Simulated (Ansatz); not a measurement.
# From PBEsol to G0W0: MoS2/WSSe (van der Waals superlattice) (P3m1)

How far does one-shot GW move the PBEsol gap of MoS2/WSSe (van der Waals superlattice) (P3m1)?

Method: PBEsol, then G0W0 on it, plane waves, PAW, in Ansatz 0.2.0.

The structure was built from a prototype and need not be the compound's stable phase.

## (1) Set-up

Symmetry: P3m1, No. 156, trigonal system. Conventional cell: a = 3.219 Å, b = 3.219 Å, c = 12.530 Å, α = 90.00°, β = 90.00°, γ = 120.00°. Nearest to Mo lie 6 S at 2.43 Å. S has 3 Mo at 2.43 Å nearest. Nearest to S lie 3 Mo at 2.43 Å. W has 3 Se at 2.47 Å and 3 S at 2.47 Å nearest. Nearest to S lie 3 W at 2.47 Å. Se has 3 W at 2.47 Å nearest. It derives from Mo1S2. Farther neighbours and most contacts between anions are not listed.

The start is a generated structure, not a measured one. Spin-orbit coupling is left out unless a step names it.

The logs state that the PAW files were generated under PBE.

## (2) Relaxing the structure

The structure is relaxed first.

This step: DFT, PBEsol-D3(BJ), plane waves, PAW; PAW set soft_1.

input.yaml

```yaml
crystal:
  lattice:
    - [3.21875, 0.0, 0.0]
    - [-1.609375, 2.7875192684, 0.0]
    - [0.0, 0.0, 12.5300000031]
  atoms:
    - { symbol: Mo, position: [0.3333333333, 0.6666666667, 0.2490023944] }
    - { symbol: S, position: [0.6666666667, 0.3333333333, 0.3743016761] }
    - { symbol: S, position: [0.6666666667, 0.3333333333, 0.1237031125] }
    - { symbol: W, position: [0.3333333333, 0.6666666667, 0.7470071826] }
    - { symbol: S, position: [0.6666666667, 0.3333333333, 0.8762968875] }
    - { symbol: Se, position: [0.6666666667, 0.3333333333, 0.6177174779] }
kpoints:
  mp_grid: { grid: [9, 9, 2] }
hamiltonian:
  xc: pbesol
  dispersion: d3bj
  pseudopotentials: { kind: paw, azcp: { folder: soft_1 }, xc_functional: pbe }
scf:
  occupations: { method: fermi_dirac, width: 0.02 }
relax:
  f_tol: 0.01
  max_steps: 100
  cell: {}
```

The run is started by

```bash
$ ansatz run input.yaml --threads 2 --pin off --max-ram 92160MiB --backend cuda --events-out ev --progress --plain --runs-dir out --devices 1 --max-vram 13GiB
```

Numbers of over 12 decimals in the logs are rounded to 6 here.

What it wrote:

```text
GPUs: using 1 of 1 available (devices: 1).
Engine: ansatz 0.2.0, x86_64-unknown-linux-gnu
Pseudopotentials: kind: paw
Pseudopotential: Mo, paw, valence charge 14, recommended cutoff 420 eV (normal), soft_1/Mo.paw.azcp
Pseudopotential: S, paw, valence charge 6, recommended cutoff 420 eV (normal), soft_1/S.paw.azcp
Pseudopotential: W, paw, valence charge 14, recommended cutoff 420 eV (normal), soft_1/W.paw.azcp
Pseudopotential: Se, paw, valence charge 16, recommended cutoff 420 eV (normal), soft_1/Se.paw.azcp
Functional definition: PBEsol
  exchange = pbesol_x
  correlation = pbesol_c
device memory: the entry about to start is reckoned to put 1.5 GiB on a device that reports 44.8 GiB free (of which the cap on the GPU budget leaves the run 13.0 GiB)
GPU FFT provider: cuFFT
GPU libraries: cuBLAS 13.8.2, cuFFT 12.4.0, cuSOLVER 12.3.4
Crystal: 6 atoms, lattice volume = 112.423 Å³
Basis set: ecut = 420 eV, 2237 PW (Γ), exchange–correlation on 48×48×180 points (8 copies of the dense FFT grid, shifted against one another)
Bands: 38, of which v1, the nominal top of the filled ones, is band 31 counted from 1 (30 counted from 0)
Symmetry: 6 space group operations
Space group: P3m1 (ITA 156), of the structure as read, at distance tolerance 4.8e-5 Å
k-points: 24 of 162 (time reversal used)
Non-local potential: Mo, projectors of the file, l = 0: 3, l = 1: 2, l = 2: 2, l = 3: 1
Non-local potential: S, projectors of the file, l = 0: 2, l = 1: 2, l = 2: 1
Non-local potential: W, projectors of the file, l = 0: 3, l = 1: 2, l = 2: 2, l = 3: 1
Non-local potential: Se, projectors of the file, l = 0: 2, l = 1: 2, l = 2: 3, l = 3: 1
PAW form: soft (Blöchl's): semilocal exchange-correlation on the pseudo side does not see the compensation charge
PAW frozen core: Mo, regenerated for the run's functional, and the local potential with it (the file was generated under x = pbe(κ = 0.804, μ = 0.219515), c = pbe(β = 0.066725))
PAW frozen core: S, regenerated for the run's functional, and the local potential with it (the file was generated under x = pbe(κ = 0.804, μ = 0.219515), c = pbe(β = 0.066725))
PAW frozen core: W, regenerated for the run's functional, and the local potential with it (the file was generated under x = pbe(κ = 0.804, μ = 0.219515), c = pbe(β = 0.066725))
PAW frozen core: Se, regenerated for the run's functional, and the local potential with it (the file was generated under x = pbe(κ = 0.804, μ = 0.219515), c = pbe(β = 0.066725))
PAW one-centre angular grid: Mo, 590 points (default); XC on 64 Gauss nodes
PAW one-centre angular grid: S, 110 points (default); XC on 64 Gauss nodes
PAW one-centre angular grid: W, 590 points (default); XC on 64 Gauss nodes
PAW one-centre angular grid: Se, 590 points (default); XC on 64 Gauss nodes
Initial density: superposition of atomic densities (chi_scale 0.1, normalization cell, long waves kept (reshape's long-wave potential 0.92 eV rms))
Initial wavefunctions: pseudopotential atomic-orbital guess
GPU buffer pool allocated for 51840 grid points (all kernels)
GPU transforms: local potential and band sums: pruned to the plane-wave sphere, on 24×24×90
Functional: x = pbesol(κ = 0.804, μ = 0.123457), c = pbesol(β = 0.046)
SCF iter   1: F=—  HF=-23242.668417 eV  |F-HF|=—  |Δ(HF+E_count)|=         —  Δρ=4.70e-2  dr2=1.69e1  ethr=3.10e-3  ⟨swp⟩=8.8  Hψ=4483  notcnv=0
preconditioner: auto → LDOS  [metal: Δε(μ)=0.043 eV  Ē_g=8.093 eV  σ=0.020 eV  W_gap=0.49  n_scr=38 (ndim 8)  ℏωp=21.0 eV  f_vac=0.016  D(μ)=6.64/eV (n_scr^D=66)  β→1.0]
SCF iter   2: F=—  HF=-23241.550326 eV  |F-HF|=—  |Δ(HF+E_count)|=    1.12e0  Δρ=3.62e-2  dr2=2.93e0  ethr=3.10e-3  ⟨swp⟩=4.9  Hψ=2461  notcnv=0  defer=24
SCF iter   3: F=—  HF=-23241.088331 eV  |F-HF|=—  |Δ(HF+E_count)|=   4.62e-1  Δρ=1.41e-2  dr2=8.46e-1  ethr=3.10e-3  ⟨swp⟩=3.6  Hψ=1917  notcnv=0  defer=24
SCF iter   4: F=—  HF=-23241.077573 eV  |F-HF|=—  |Δ(HF+E_count)|=   1.08e-2  Δρ=1.31e-2  dr2=1.86e0  ethr=1.37e-3  ⟨swp⟩=3.2  Hψ=2618  notcnv=0  defer=24
SCF iter   5: F=—  HF=-23240.892683 eV  |F-HF|=—  |Δ(HF+E_count)|=   1.85e-1  Δρ=4.31e-3  dr2=1.66e-1  ethr=1.37e-3  ⟨swp⟩=3.0  Hψ=1315  notcnv=0  defer=24
SCF iter   6: F=—  HF=-23240.874647 eV  |F-HF|=—  |Δ(HF+E_count)|=   1.80e-2  Δρ=2.11e-3  dr2=3.30e-2  ethr=2.68e-4  ⟨swp⟩=3.0  Hψ=1370  notcnv=0  defer=24
SCF iter   7: F=—  HF=-23240.868776 eV  |F-HF|=—  |Δ(HF+E_count)|=   5.87e-3  Δρ=1.23e-3  dr2=7.88e-3  ethr=5.32e-5  ⟨swp⟩=3.7  Hψ=1443  notcnv=0  defer=24
SCF iter   8: F=—  HF=-23240.867918 eV  |F-HF|=—  |Δ(HF+E_count)|=   8.58e-4  Δρ=1.50e-3  dr2=7.51e-3  ethr=1.27e-5  ⟨swp⟩=3.4  Hψ=1610  notcnv=0  defer=24
SCF iter   9: F=—  HF=-23240.867022 eV  |F-HF|=—  |Δ(HF+E_count)|=   8.96e-4  Δρ=3.60e-4  dr2=3.85e-4  ethr=1.21e-5  ⟨swp⟩=2.0  Hψ=1285  notcnv=0  defer=24
SCF iter  10: F=—  HF=-23240.866803 eV  |F-HF|=—  |Δ(HF+E_count)|=   2.19e-4  Δρ=1.54e-4  dr2=8.09e-5  ethr=6.21e-7  ⟨swp⟩=2.0  Hψ=1228  notcnv=0  defer=24
SCF iter  11: F=—  HF=-23240.867013 eV  |F-HF|=—  |Δ(HF+E_count)|=   2.10e-4  Δρ=5.97e-5  dr2=4.00e-6  ethr=1.31e-7  ⟨swp⟩=2.0  Hψ=1156  notcnv=0  defer=24
SCF iter  12: F=—  HF=-23240.867013 eV  |F-HF|=—  |Δ(HF+E_count)|=   1.27e-7  Δρ=2.20e-5  dr2=4.60e-7  ethr=6.45e-9  ⟨swp⟩=2.0  Hψ=1245  notcnv=0  defer=24
SCF iter  13: F=—  HF=-23240.867013 eV  |F-HF|=—  |Δ(HF+E_count)|=   6.58e-8  Δρ=8.70e-6  dr2=3.82e-7  ethr=1.61e-10  ⟨swp⟩=5.3  Hψ=3279  notcnv=0
SCF iter  14: F=-23240.867013 eV  HF=-23240.867013 eV  |F-HF|=6.84e-9  |Δ(HF+E_count)|=   2.61e-8  Δρ=2.93e-6  dr2=1.23e-8  ethr=1.61e-10  ⟨swp⟩=3.5  Hψ=3188  notcnv=0
SCF 1 converged in 14 iterations: F = -23240.867013 eV  dr2 = 1.23e-8
  greatest PAW one-centre occupation: 1.000 electrons in one spin orbital (limit 2), on the Se atom at site 5 (counted from 0), in its partial waves of l = 2
relax step   1: F+E_penalty+E_count = -23240.86701340 eV  Δ(F+E_penalty+E_count) = +0.000e0 eV  max|allowed force component| = 2.730e0 eV/Å  Δτ_max = 0.0000 Å  P = -4.959 GPa  Ω = 112.423 Å³  (14 SCF iters, dr2 threshold 1.00e-7 eV, accepted)
[... from here on, the SCF cycles and remarks between the steps are left out ...]
relax step   2: F+E_penalty+E_count = -23241.17984624 eV  Δ(F+E_penalty+E_count) = -3.128e-1 eV  max|allowed force component| = 1.414e0 eV/Å  Δτ_max = 0.1431 Å  P = +2.731 GPa  Ω = 110.503 Å³  energy of the carried Pulay correction = +4.382e-4 eV  (9 SCF iters, dr2 threshold 6.00e-7 eV, accepted)
relax step   3: F+E_penalty+E_count = -23241.17618066 eV  Δ(F+E_penalty+E_count) = +3.666e-3 eV  max|allowed force component| = 4.636e-1 eV/Å  Δτ_max = 0.1657 Å  P = -1.178 GPa  Ω = 114.502 Å³  energy of the carried Pulay correction = -4.661e-4 eV  (9 SCF iters, dr2 threshold 6.00e-7 eV, rejected (line search))
relax step   4: F+E_penalty+E_count = -23241.22999904 eV  Δ(F+E_penalty+E_count) = -5.015e-2 eV  max|allowed force component| = 5.578e-2 eV/Å  Δτ_max = 0.0298 Å  P = +0.003 GPa  Ω = 112.431 Å³  energy of the carried Pulay correction = -1.793e-6 eV  (14 SCF iters, accepted)
relax step   5: F+E_penalty+E_count = -23241.23029436 eV  Δ(F+E_penalty+E_count) = -2.953e-4 eV  max|allowed force component| = 2.262e-2 eV/Å  Δτ_max = 0.0024 Å  P = -0.036 GPa  Ω = 112.577 Å³  energy of the carried Pulay correction = -3.475e-5 eV  (6 SCF iters, dr2 threshold 2.12e-7 eV, accepted)
relax step   6: F+E_penalty+E_count = -23241.23035217 eV  Δ(F+E_penalty+E_count) = -5.781e-5 eV  max|allowed force component| = 1.099e-2 eV/Å  Δτ_max = 0.0055 Å  P = -0.020 GPa  Ω = 112.405 Å³  energy of the carried Pulay correction = +4.196e-6 eV  (7 SCF iters, dr2 threshold 3.20e-8 eV, accepted)
relax step   7: F+E_penalty+E_count = -23241.23036160 eV  Δ(F+E_penalty+E_count) = -9.433e-6 eV  max|allowed force component| = 2.821e-3 eV/Å  Δτ_max = 0.0031 Å  P = -0.007 GPa  Ω = 112.446 Å³  energy of the carried Pulay correction = -5.098e-6 eV  (7 SCF iters, dr2 threshold 7.55e-9 eV, accepted)
relax step   8: F+E_penalty+E_count = -23241.23064164 eV  Δ(F+E_penalty+E_count) = -2.800e-4 eV  max|allowed force component| = 2.666e-3 eV/Å  Δτ_max = 0.0000 Å  P = -0.003 GPa  Ω = 112.446 Å³  stress off target by 9.14e-3 GPa  SCF on the basis re-selected at this cell (its energy is not comparable with the rows above)  (8 SCF iters)
basis re-selected at this cell: Δ(F+E_penalty+E_count) = -2.800e-4 eV, ΔP = +0.004 GPa vs the last step (what re-selecting the basis moved, of the pressure what is left beyond the Pulay correction that the steps carried, after the strain that the cell walked since its last selection, with what the two solves' SCF thresholds leave and, on support functions, any second-order correction that the steps lacked; it is no m [...]
SCF converged after 8 iterations
Free energy (F): -23241.230642 eV
Harris-Foulkes:  -23241.230642 eV  (|F-HF|=1.46e-11)
Internal energy: -23241.230642 eV  (E = F + TS)
E sigma→0 (E₀):  -23241.230642 eV
Fermi energy:    11.537930 eV
--- Per-component energies (eV) ---
  E_band       = -712.173704
  E_kinetic    = 1278.882220
  E_local      = -7778.605890  (includes V_loc(G=0)·N_el)
  E_nonlocal   = -121.330807
  E_hartree    = 3622.193681
  E_xc         = -792.959628
  E_vxc        = -792.696360  (∫ρ·V_xc dr)
  E_paw        = -15468.377622  (= ΣΔE_a)
  E_vpaw       = -542.810495  (= ΣTr[D̂ρ^β])
  E_aug_tail   = -0.000168  (compensation charges beyond the density's cutoff)
  E_ewald      = -3980.374480
  E_disp       = -2.283405  (pairwise vdW)
  E_core_change = 1.625458  (= ΣΔE_core)
  E_smearing   = -0.000000  (= −TS)
  E_closure    = -0.000000  (closes the sum)
  Σ components = -23241.230642   (vs F -23241.230642, Δ=0.00e0)
--- Forces (eV/Å), atoms counted from 1 ---
  atom   1  Mo    -0.00000000     0.00000000    -0.00100901
  atom   2  S     -0.00000000    -0.00000000    -0.00180846
  atom   3  S     -0.00000000    -0.00000000     0.00134562
  atom   4  W      0.00000000     0.00000000    -0.00103745
  atom   5  S      0.00000000     0.00000000    -0.00015678
  atom   6  Se    -0.00000000    -0.00000000     0.00266585
  max |Σ_I F_I| component: 2.35e-7 eV/Å
--- Stress (GPa, compression-positive) ---
       -0.009139       0.000000       0.000000
       -0.000000      -0.009139      -0.000000
        0.000000      -0.000000       0.008809
  P = ⅓ Tr σ = -0.0032 GPa (-0.032 kbar)
--- Band table (eV; the first three rows and the last of 24) ---
  k-point 0: bands = [... 27 lower, 9.7929, 9.7929, 9.8852, 11.0316, 13.1899, 13.1899, 13.4801, 13.4801, ... 3 higher]
  k-point 1: bands = [... 27 lower, 9.7927, 9.7927, 10.4928, 10.8391, 13.1895, 13.1895, 13.4813, 13.4813, ... 3 higher]
  k-point 2: bands = [... 27 lower, 9.5187, 9.7422, 10.0740, 10.8275, 12.9565, 12.9968, 13.2658, 13.5114, ... 3 higher]
  k-point 23: bands = [... 27 lower, 8.2542, 8.4118, 10.2916, 10.8249, 12.0863, 12.9606, 13.3349, 13.7252, ... 3 higher]
--- Relaxed structure (7 steps of the walk, 6 accepted, 1 SCFs on fresh bases) ---
  F+E_penalty+E_count = -23241.23064164 eV   max|allowed force component| = 2.666e-3 eV/Å   (the final SCF, on the basis selected at the relaxed cell)
  cell:  # Å, volume = 112.4458 Å³
    - [3.142784, 0, 0.0]
    - [-1.571392, 2.721731, 0]
    - [0.0, 0, 13.145696]
  atoms:
    - { symbol: Mo, position: [0.333333, 0.666667, 0.245650] }
    - { symbol: S, position: [0.666667, 0.333333, 0.363591] }
    - { symbol: S, position: [0.666667, 0.333333, 0.127594] }
    - { symbol: W, position: [0.333333, 0.666667, 0.754878] }
    - { symbol: S, position: [0.666667, 0.333333, 0.872804] }
    - { symbol: Se, position: [0.666667, 0.333333, 0.623512] }
```

The job ended after 11 s (1 × NVIDIA H100 80GB HBM3 (shared by 6 runs) with 2 threads of AMD EPYC 7R13 (Zen 3), shared host; peak memory 1 GiB; 11 s of CPU time).

The steps of the relaxation:

| step | energy less that of the first step (eV) | largest force component (eV/Å) | pressure (GPa) | volume (Å³) |
| --- | --- | --- | --- | --- |
| 1 | 0.0000 | 2.7298 | -4.96 | 112.42 |
| 2 | -0.3128 | 1.4141 | 2.73 | 110.50 |
| 3 | -0.3092 | 0.4636 | -1.18 | 114.50 |
| 4 | -0.3630 | 0.0558 | 0.00 | 112.43 |
| 5 | -0.3633 | 0.0226 | -0.04 | 112.58 |
| 6 | -0.3633 | 0.0110 | -0.02 | 112.40 |
| 7 | -0.3633 | 0.0028 | -0.01 | 112.45 |
| 8* | -0.3636 | 0.0027 | 0.00 | 112.45 |

Relaxation steps marked * repeat the geometry before them on a plane-wave basis chosen anew for their cell, so energy and pressure can jump there. Relaxation step 3 was tried and not accepted.

The run keeps the 6 symmetry operations that it works with, so distortions that break them were not tested.

| conventional cell, symmetrised | before | after | change |
| --- | --- | --- | --- |
| a (Å) | 3.219 | 3.143 | -2.4 % |
| b (Å) | 3.219 | 3.143 | -2.4 % |
| c (Å) | 12.530 | 13.146 | +4.9 % |
| volume (Å³/atom) | 18.74 | 18.74 | +0.0 % |

The atoms that moved most (Å, as changes of fractional coordinates times the final cell):

| atom | dx | dy | dz | length |
| --- | --- | --- | --- | --- |
| S2 | 0.000 | 0.000 | -0.141 | 0.141 |
| W4 | 0.000 | 0.000 | 0.103 | 0.103 |
| Se6 | 0.000 | 0.000 | 0.076 | 0.076 |
| S3 | 0.000 | 0.000 | 0.051 | 0.051 |
| S5 | 0.000 | 0.000 | -0.046 | 0.046 |
| Mo1 | 0.000 | 0.000 | -0.044 | 0.044 |

Final coordinates:

```cif
data_structure
_symmetry_space_group_name_H-M 'P 1'
_symmetry_Int_Tables_number 1
_cell_length_a 3.1428
_cell_length_b 3.1428
_cell_length_c 13.1457
_cell_angle_alpha 90.000
_cell_angle_beta 90.000
_cell_angle_gamma 120.000
_cell_volume 112.45
loop_
_atom_site_label
_atom_site_type_symbol
_atom_site_fract_x
_atom_site_fract_y
_atom_site_fract_z
_atom_site_occupancy
Mo1 Mo 0.33333 0.66667 0.24565 1
S2 S 0.66667 0.33333 0.36359 1
S3 S 0.66667 0.33333 0.12759 1
W4 W 0.33333 0.66667 0.75488 1
S5 S 0.66667 0.33333 0.87280 1
Se6 Se 0.66667 0.33333 0.62351 1
```

The program's warnings for this run: band table not solved further.

[end of part 1 of 3]

[Paths, hosts, dates, memory and timing lines, banners, echoed tables and standing remarks are left out of the program output.]

[Logs are printed without paths, hosts, clocks, repeated set-up lines and the standing remarks that a program may print on its own settings, such as how far it seeks lower states.]

[Runs of the session that timed out or met a known fault of the program may be left out.]

[Cells called generated may have been cut or substituted from an entry of the Crystallography Open Database or the Materials Project.]

[Hosts, paths, dates, database ids (printed as entryN), source tags and the programs' standing remarks are cut or masked in the printed files.]

[Where an RPA ε∞ is given, it is that of the G0W0 mesh and is not shown converged in it. Names of k-points follow the symmetry that the program found, which can be lower than the space group named. Band edges on a path are those of the sampled points; other points can move an edge, and change direct to indirect where valleys lie close.]

[Hybrid gaps are those of their k-mesh and are not shown converged in it.]
